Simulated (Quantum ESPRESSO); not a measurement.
# How the k mesh moves the magnetism of MnAu, part 2 of 2

Two starts of MnAu are run at each rung of the k mesh.

Quantum ESPRESSO 7.5; PBEsol; plane waves with GBRV 1.5 PBEsol potentials, no spin-orbit coupling (settings of the first rung).

So far, largest spin moment in the atom's sphere (μB): step 2 (rung 1, start ferro +) 4.00; step 3 (rung 1, start antiferro q=(1/2,1/2,1/2) +-) 3.94; step 4 (rung 3, start ferro +) 3.89; step 5 (rung 3, start antiferro q=(1/2,1/2,1/2) +-) 3.89; step 6 (rung 4, start ferro +) 3.90.

### 7. Rung 4, start antiferro q=(1/2,1/2,1/2) +-

File pw.in:

```
&CONTROL
  calculation = 'scf'
  prefix = 'pwscf'
  outdir = './tmp'
  pseudo_dir = './pseudo'
  disk_io = 'nowf'
/
&SYSTEM
  ibrav = 0
  nat = 4
  ntyp = 3
  ecutwfc = 40
  ecutrho = 280
  nbnd = 35
  occupations = 'smearing'
  smearing = 'fd'
  degauss = 0.00999582
  nspin = 2
  starting_magnetization(1) = 0.2333
  starting_magnetization(2) = -0.2333
  starting_magnetization(3) = 0
/
&ELECTRONS
  conv_thr = 8d-09
  electron_maxstep = 150
  mixing_beta = 0.3
/
ATOMIC_SPECIES
Mn1    54.9380 mn_pbesol_v1.5.uspp.F.UPF
Mn2    54.9380 mn_pbesol_v1.5.uspp.F.UPF
Au    196.9666 au_pbesol_v1.uspp.F.UPF
CELL_PARAMETERS angstrom
   6.4155161400    0.0000000000    0.0000000000
   3.2077580700    3.2077580700    0.0000000000
   3.2077580700    0.0000000000    3.2077580700
ATOMIC_POSITIONS crystal
Mn1     0.7500000000    0.5000000000    0.5000000000
Mn2     0.2500000000    0.5000000000    0.5000000000
Au      0.0000000000    0.0000000000    0.0000000000
Au      0.5000000000    0.0000000000    0.0000000000
K_POINTS automatic
4 8 8 0 0 0
```

Started as:

```
> OMP_NUM_THREADS=1 mpirun -n 2 pw.x -nk 2 -in pw.in > pw.out
```

Log:

```text
     [... lines left out ...]
Program PWSCF v.7.5 starts
     [... lines left out ...]
     number of atoms/cell      =            4
     [... lines left out ...]
     number of electrons       =        52.00
     number of Kohn-Sham states=           35
     kinetic-energy cutoff     =      40.0000  Ry
     charge density cutoff     =     280.0000  Ry
     scf convergence threshold =      8.0E-09
     [... lines left out ...]
     48 Sym. Ops., with inversion, found (24 have fractional translation)
     [... lines left out ...]
     number of k points=    19  Fermi-Dirac smearing, width (Ry)=  0.0100
     [... lines left out ...]
     iteration # 13     ecut=    40.00 Ry     beta= 0.30
     [... lines left out ...]
     Magnetic moment per site  (integrated on atomic sphere of radius R)
     atom   1 (R=0.179)  charge= 13.5841  magn=  3.9122
     atom   2 (R=0.179)  charge= 13.5842  magn= -3.9122
     atom   3 (R=0.179)  charge=  9.1084  magn= -0.0000
     atom   4 (R=0.179)  charge=  9.1084  magn= -0.0000
     [... lines left out ...]
     the Fermi energy is    14.5619 ev
!    total energy              =    -651.65156992 Ry
     estimated scf accuracy    <          6.1E-09 Ry
     smearing contrib. (-TS)   =      -0.01165343 Ry
     [... lines left out ...]
     total magnetization       =    -0.00 Bohr mag/cell
     absolute magnetization    =     8.30 Bohr mag/cell
     convergence has been achieved in  13 iterations
```

Run time: 54 s. Hardware: 2 MPI ranks of Arm Neoverse V1, shared host; peak memory 0.39 GiB.

This step gave:

```
magnetization  : 0 μB
final state    : antiferromagnetic
largest moment : 3.912 μB
```

### 8. Rung 5, start ferro +

File pw.in:

```
&CONTROL
  calculation = 'scf'
  prefix = 'pwscf'
  outdir = './tmp'
  pseudo_dir = './pseudo'
  disk_io = 'nowf'
/
&SYSTEM
  ibrav = 0
  nat = 2
  ntyp = 2
  ecutwfc = 40
  ecutrho = 280
  nbnd = 22
  occupations = 'smearing'
  smearing = 'fd'
  degauss = 0.00999582
  nspin = 2
  starting_magnetization(1) = 0.2333
  starting_magnetization(2) = 0
/
&ELECTRONS
  conv_thr = 4d-09
  electron_maxstep = 150
  mixing_beta = 0.3
/
ATOMIC_SPECIES
Mn     54.9380 mn_pbesol_v1.5.uspp.F.UPF
Au    196.9666 au_pbesol_v1.uspp.F.UPF
CELL_PARAMETERS angstrom
   3.2077580700    0.0000000000    0.0000000000
   0.0000000000    3.2077580700    0.0000000000
   0.0000000000    0.0000000000    3.2077580700
ATOMIC_POSITIONS crystal
Mn      0.5000000000    0.5000000000    0.5000000000
Au      0.0000000000    0.0000000000    0.0000000000
K_POINTS automatic
12 12 12 0 0 0
```

Log:

```text
     [... lines left out ...]
Program PWSCF v.7.5 starts
     [... lines left out ...]
     number of atoms/cell      =            2
     [... lines left out ...]
     number of electrons       =        26.00
     number of Kohn-Sham states=           22
     kinetic-energy cutoff     =      40.0000  Ry
     charge density cutoff     =     280.0000  Ry
     scf convergence threshold =      4.0E-09
     [... lines left out ...]
     48 Sym. Ops., with inversion, found
     [... lines left out ...]
     number of k points=    84  Fermi-Dirac smearing, width (Ry)=  0.0100
     [... lines left out ...]
     iteration # 12     ecut=    40.00 Ry     beta= 0.30
     [... lines left out ...]
     Magnetic moment per site  (integrated on atomic sphere of radius R)
     atom   1 (R=0.357)  charge= 13.5885  magn=  3.9190
     atom   2 (R=0.357)  charge=  9.1093  magn=  0.0934
     [... lines left out ...]
     the Fermi energy is    14.6329 ev
!    total energy              =    -325.81896834 Ry
     estimated scf accuracy    <          7.8E-10 Ry
     smearing contrib. (-TS)   =      -0.00557683 Ry
     [... lines left out ...]
     total magnetization       =     4.12 Bohr mag/cell
     absolute magnetization    =     4.24 Bohr mag/cell
     convergence has been achieved in  12 iterations
```

Run time: 28 s. Hardware: 2 MPI ranks; peak memory 0.23 GiB; 56 s of CPU time.

This step gave:

```
magnetization  : 4.119 μB
final state    : ferromagnetic
largest moment : 3.919 μB
```

### 9. Rung 5, start antiferro q=(1/2,1/2,1/2) +-

File pw.in:

```
&CONTROL
  calculation = 'scf'
  prefix = 'pwscf'
  outdir = './tmp'
  pseudo_dir = './pseudo'
  disk_io = 'nowf'
/
&SYSTEM
  ibrav = 0
  nat = 4
  ntyp = 3
  ecutwfc = 40
  ecutrho = 280
  nbnd = 35
  occupations = 'smearing'
  smearing = 'fd'
  degauss = 0.00999582
  nspin = 2
  starting_magnetization(1) = 0.2333
  starting_magnetization(2) = -0.2333
  starting_magnetization(3) = 0
/
&ELECTRONS
  conv_thr = 8d-09
  electron_maxstep = 150
  mixing_beta = 0.3
/
ATOMIC_SPECIES
Mn1    54.9380 mn_pbesol_v1.5.uspp.F.UPF
Mn2    54.9380 mn_pbesol_v1.5.uspp.F.UPF
Au    196.9666 au_pbesol_v1.uspp.F.UPF
CELL_PARAMETERS angstrom
   6.4155161400    0.0000000000    0.0000000000
   3.2077580700    3.2077580700    0.0000000000
   3.2077580700    0.0000000000    3.2077580700
ATOMIC_POSITIONS crystal
Mn1     0.7500000000    0.5000000000    0.5000000000
Mn2     0.2500000000    0.5000000000    0.5000000000
Au      0.0000000000    0.0000000000    0.0000000000
Au      0.5000000000    0.0000000000    0.0000000000
K_POINTS automatic
6 12 12 0 0 0
```

Log:

```text
     [... lines left out ...]
Program PWSCF v.7.5 starts
     [... lines left out ...]
     number of atoms/cell      =            4
     [... lines left out ...]
     number of electrons       =        52.00
     number of Kohn-Sham states=           35
     kinetic-energy cutoff     =      40.0000  Ry
     charge density cutoff     =     280.0000  Ry
     scf convergence threshold =      8.0E-09
     [... lines left out ...]
     48 Sym. Ops., with inversion, found (24 have fractional translation)
     [... lines left out ...]
     number of k points=    44  Fermi-Dirac smearing, width (Ry)=  0.0100
     [... lines left out ...]
     iteration # 13     ecut=    40.00 Ry     beta= 0.30
     [... lines left out ...]
     Magnetic moment per site  (integrated on atomic sphere of radius R)
     atom   1 (R=0.179)  charge= 13.5832  magn=  3.9142
     atom   2 (R=0.179)  charge= 13.5832  magn= -3.9142
     atom   3 (R=0.179)  charge=  9.1072  magn= -0.0000
     atom   4 (R=0.179)  charge=  9.1072  magn= -0.0000
     [... lines left out ...]
     the Fermi energy is    14.5722 ev
!    total energy              =    -651.65300238 Ry
     estimated scf accuracy    <          5.7E-09 Ry
     smearing contrib. (-TS)   =      -0.01007709 Ry
     [... lines left out ...]
     total magnetization       =    -0.00 Bohr mag/cell
     absolute magnetization    =     8.31 Bohr mag/cell
     convergence has been achieved in  13 iterations
```

The job ended after 1.8 min (2 MPI ranks; peak memory 0.44 GiB; 3.7 min of CPU time).

Numbers from this step:

- magnetization: 0 μB
- final state: antiferromagnetic
- largest moment: 3.914 μB

### 10. The rungs together

Ladder, by row:

```csv
rung,mesh,state from the first start,state from the second start,second less first (meV a seeded atom),"moment, first (μB)","moment, second (μB)",CPU time (s)
1,4x4x4,ferromagnetic,antiferromagnetic,-81.98,3.998,3.945,65.26
3,6x6x6,ferromagnetic,antiferromagnetic,-100.7,3.886,3.891,89.66
4,8x8x8,ferromagnetic,antiferromagnetic,-95.01,3.899,3.912,135.8
5,12x12x12,ferromagnetic,antiferromagnetic,-102.5,3.919,3.914,275.1
```

### 11. Summary of results

| Item | Value |
| --- | --- |
| range of the largest moment, first start | 3.89 to 4.00 μB; second start 3.89 to 3.94 μB |
| range of CPU time | 65 s to 4.6 min |
| range of the energy difference | -102 to -82.0 meV a seeded atom |

What this shows: Only the last rung can serve as the reference, and the rung before it still differs from it in state, moments or energy, so convergence is not shown. Energies are free energies at an electronic temperature of 1580 K, which lowers moments and differences where the moments are itinerant.

[Logs and program files are shortened in this print: banners, set-up blocks, solver, clock and traceback lines can be left out without a mark of their own.]

[Logs are printed without paths, hosts, clocks, repeated set-up lines and the standing remarks that a program may print on its own settings, such as how far it seeks lower states.]

[Hosts, paths, dates, database ids (printed as entryN), source tags and the programs' standing remarks are cut or masked in the printed files.]

[Where a cell is said to come from a database of computed structures, the database is the Materials Project.]
